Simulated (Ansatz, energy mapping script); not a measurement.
**BaMnO2 in a distorted infinite layer structure: exchange couplings worked by hand**

Given the energies of a few magnetic orders of BaMnO2 in a distorted infinite layer structure, solve for the couplings by hand and predict the energy of an order left out.

Calculated with Ansatz 0.2.0; PBEsol with U = 3.8 eV on Mn d, ortho-atomic projectors, plane buckled by 20°; plane waves, U on orthogonalised atomic orbitals unless named otherwise, collinear spin, no spin–orbit coupling.

**1. The starting structure**

The structure is tetragonal, space group P-4m2 (No. 115). The conventional cell has a = 3.872 Å, b = 3.872 Å, c = 3.714 Å, α = 90.00°, β = 90.00°, γ = 90.00°. Nearest to Ba lie 4 O at 2.25 Å. Nearest to Mn lie 4 O at 2.06 Å. O has 2 Mn at 2.06 Å and 2 Ba at 2.25 Å nearest. infinite layer prototype, lattice guessed from radii. Farther neighbours and most contacts between anions are not listed.

This cell was built for the study (infinite layer prototype, lattice guessed from radii), not taken from an experiment; the compound need not form in this structure.

The parent cell was relaxed beforehand in Ansatz under PBEsol with U = 3.6 eV on Mn d, ortho-atomic projectors, from parallel moments.

**2. Two of the runs**

The parallel order and one order with opposed moments, in one cell and on one mesh:

input.yaml reads:

```yaml
crystal:
  lattice:
    - [3.8721256867, 0.0, 0.0]
    - [0.0, 3.8721256867, 3.714479782]
    - [0.0, -3.8721256867, 3.714479782]
  atoms:
    - { symbol: Ba, position: [0.5, 0.5, 0.0] }
    - { symbol: Ba, position: [0.5, 0.0, 0.5] }
    - { symbol: Mn, position: [0.0, 0.0, 0.0], spin: 4.5 }
    - { symbol: Mn, position: [0.0, 0.5, 0.5], spin: 4.5 }
    - { symbol: O, position: [0.5, 0.094854366, 0.094854366] }
    - { symbol: O, position: [0.5, 0.594854366, 0.594854366] }
    - { symbol: O, position: [0.0, 0.655145634, 0.155145634] }
    - { symbol: O, position: [0.0, 0.155145634, 0.655145634] }
magnetization:
  spin_polarized: true
kpoints:
  mp_grid: { grid: [9, 7, 7] }
hamiltonian:
  xc: pbesol
  hubbard:
    sites:
      - { species: Mn, l: d, u_eff: 3.8 }
      - { site: 2, l: d, u_eff: 3.8, starting_ns: [{ spin: up, occupation_matrix: mn2_major }, { spin: down, occupation_matrix: mn2_minor }] }
      - { site: 3, l: d, u_eff: 3.8, starting_ns: [{ spin: up, occupation_matrix: mn2_major }, { spin: down, occupation_matrix: mn2_minor }] }
    projectors: ortho-atomic
    occupation_matrices:
      mn2_major:
        matrix:
          - [0.978, 0.0, 0.0, 0.0, 0.0]
          - [0.0, 0.992, 0.0, 0.0, 0.0]
          - [0.0, 0.0, 0.992, 0.0, 0.0]
          - [0.0, 0.0, 0.0, 0.98, 0.0]
          - [0.0, 0.0, 0.0, 0.0, 0.998]
      mn2_minor:
        matrix:
          - [0.043, 0.0, 0.0, 0.0, 0.0]
          - [0.0, 0.059, 0.0, 0.0, 0.0]
          - [0.0, 0.0, 0.059, 0.0, 0.0]
          - [0.0, 0.0, 0.0, 0.137, 0.0]
          - [0.0, 0.0, 0.0, 0.0, 0.066]
scf:
  occupations: { method: fermi_dirac, width: 0.05 }
output:
  eigenvalues: true
```

On the command line:

```console
$ ansatz run input.yaml --threads 4 --pin off --max-ram 8192MiB --backend cpu --events-out ev --progress --plain --runs-dir out
```

Numbers of over 12 decimals in the logs are rounded to 6 here.

What it wrote:

```text
Engine: ansatz 0.2.0, aarch64-unknown-linux-gnu
Pseudopotentials: kind: paw
Pseudopotential: Ba, paw, valence charge 10, recommended cutoff 420 eV (normal), Ba.paw.azcp
Pseudopotential: Mn, paw, valence charge 15, recommended cutoff 420 eV (normal), Mn.paw.azcp
Pseudopotential: O, paw, valence charge 6, recommended cutoff 420 eV (normal), O.paw.azcp
Functional definition: PBEsol
  exchange = pbesol_x
[...]
k-point 1 ↑: bands = [... 33 lower, 9.8594, 9.9774, 9.9873, 10.6204, 10.7609, 10.7625, 10.7707, 11.1103, ... 9 higher]
  k-point 2 ↑: bands = [... 33 lower, 9.6147, 9.7396, 9.7650, 10.5307, 10.7871, 10.8674, 10.8687, 11.3333, ... 9 higher]
  k-point 79 ↓: bands = [... 33 lower, 15.3298, 15.3302, 15.4012, 15.4366, 15.6762, 16.0777, 16.1706, 16.2883, ... 9 higher]
Occupation matrices written to <dir>
[key lines of the parts left out:]
SCF converged after 14 iterations
Magnetization: 10.0000 μB (42.0000 up, 32.0000 down)
Free energy (F): -21705.647842 eV
Fermi energy:    12.631705 eV
```

Wall time 38 s (4 threads of Arm Neoverse V2, shared host); peak memory 0.95 GiB; 2.4 min of CPU time.

input.yaml, as its differences from that of step 2:

```diff
@@ -9,3 +9,3 @@
     - { symbol: Mn, position: [0.0, 0.0, 0.0], spin: 4.5 }
-    - { symbol: Mn, position: [0.0, 0.5, 0.5], spin: 4.5 }
+    - { symbol: Mn, position: [0.0, 0.5, 0.5], spin: -4.5 }
     - { symbol: O, position: [0.5, 0.094854366, 0.094854366] }
@@ -24,3 +24,3 @@
       - { site: 2, l: d, u_eff: 3.8, starting_ns: [{ spin: up, occupation_matrix: mn2_major }, { spin: down, occupation_matrix: mn2_minor }] }
-      - { site: 3, l: d, u_eff: 3.8, starting_ns: [{ spin: up, occupation_matrix: mn2_major }, { spin: down, occupation_matrix: mn2_minor }] }
+      - { site: 3, l: d, u_eff: 3.8, starting_ns: [{ spin: up, occupation_matrix: mn2_minor }, { spin: down, occupation_matrix: mn2_major }] }
     projectors: ortho-atomic
```

What it wrote:

```text
[...]
Crystal: 8 atoms, lattice volume = 111.385 Å³
Basis set: ecut = 420 eV, 2165 PW (Γ)
Bands: 50, of which v1, the nominal top of the filled ones, is band 37 counted from 1 (36 counted from 0)
Symmetry: 4 space group operations
[...]
k-points: 80 of 441 (time reversal used)
[...]
Starting moments: Σ|m| = 9 μB on 2 of 8 sites
[...]
k-point 1 ↑: bands = [... 33 lower, 10.5619, 10.7021, 10.8015, 11.3913, 13.1584, 15.4969, 15.6079, 15.6864, ... 9 higher]
  k-point 2 ↑: bands = [... 33 lower, 10.4275, 10.7141, 10.7840, 11.4849, 13.6408, 15.3231, 15.5817, 15.6115, ... 9 higher]
  k-point 79 ↓: bands = [... 33 lower, 10.6242, 10.8236, 10.9189, 11.5912, 14.7821, 15.3444, 15.3992, 15.5337, ... 9 higher]
Occupation matrices written to <dir>
[key lines of the parts left out:]
SCF converged after 14 iterations
Magnetization: 0.0000 μB (37.0000 up, 37.0000 down)
Free energy (F): -21705.780646 eV
Fermi energy:    12.472228 eV
```

Run time: 19 s. Hardware: 4 threads; peak memory 0.89 GiB.

At zero occupation width the energies are -21705.64784 and -21705.78065 eV for 2 Mn atoms, so ΔE = 1000 × (-21705.78065 − (-21705.64784)) / 2 = -66.40 meV a magnetic atom.

**3. The orders used, and who is opposed**

Each order is measured in this way from the parallel run of its own cell. n counts, for a mean magnetic atom, the neighbours of each shell whose moment is opposed.

| order | ΔE (meV) | n at 3.71 Å (of 2) | n at 3.87 Å (of 4) | n at 5.37 Å (of 8) |
| --- | --- | --- | --- | --- |
| compensated +− in cell A | -66.40 | 2 | 2 | 4 |
| compensated +− in cell B | -50.10 | 0 | 2 | 4 |
| compensated +− in cell C | -37.83 | 2 | 0 | 8 |
| compensated +− in cell D | ? | 0 | 4 | 8 |

Wanted: the couplings, and ΔE of the order “compensated +− in cell D”.

**4. The equations**

With E = −Σ J e·e over ordered pairs of unit vectors, an atom's energy is −Σ J (z − 2n), since each opposed neighbour turns +1 into −1. Against the parallel order, ΔE = 2 Σ n J:

- 4 J₁ + 4 J₂ + 8 J₃ = -66.40
- 4 J₂ + 8 J₃ = -50.10
- 4 J₁ + 16 J₃ = -37.83

Cramer's rule: the determinant of the left side is D = 256.0; with the column of each J replaced by the energies it is D₁ = -1043, D₂ = -2517 and D₃ = -344.5. So J₁ = -4.07 meV, J₂ = -9.83 meV and J₃ = -1.35 meV.

**5. The order left out**

ΔE = 8 × (-9.83) + 16 × (-1.35) = -100.20 meV.

**6. Summary of results**

```
J₁, Mn–Mn at 3.71 Å                 : -4.07 meV
J₂, Mn–Mn at 3.87 Å                 : -9.83 meV
J₃, Mn–Mn at 5.37 Å                 : -1.35 meV
ΔE predicted for the withheld order : -100 meV
ΔE of the withheld run              : -86.7 meV
```

The hand solution predicts -100.20 meV and the withheld run gave -86.73 meV, a miss of 13.47 meV on a scale of 86.7 meV. Farther shells, terms beyond the Heisenberg form or the mesh can cause that. A least-squares fit to all 4 orders gives -5.42, -9.16 and -1.01 meV. This set was picked because its moments stay put and its equations are well conditioned; many sets are less well behaved. Shells left out of the hand model add to these values wherever the orders used reverse them, so each J is partly a sum. A fit with one more shell, at 5.48 Å, gives -4.1, -8.2, -1.3 and -0.84 meV and 246 K in mean field. The cell was built from a prototype and relaxed before the change was imposed without further relaxation; a distortion that needs a larger cell, or another structure that the compound may prefer, is not captured.

27 further runs of the session are left out of this account and of its counts and ranges: runs hit by known faults of a program or its files, repeats, responses too ill-conditioned to give a U, cells squeezed past sense, harmless faults, or fits whose shells could not be counted again from the structure.

[Logs and program files are shortened in this print: banners, set-up blocks, solver, clock and traceback lines can be left out without a mark of their own.]

[Logs are printed without paths, hosts, clocks, repeated set-up lines and the standing remarks that a program may print on its own settings, such as how far it seeks lower states.]

[Hosts, paths, dates, database ids (printed as entryN), source tags and the programs' standing remarks are cut or masked in the printed files.]

[Where a cell is said to come from a database of computed structures, the database is the Materials Project.]
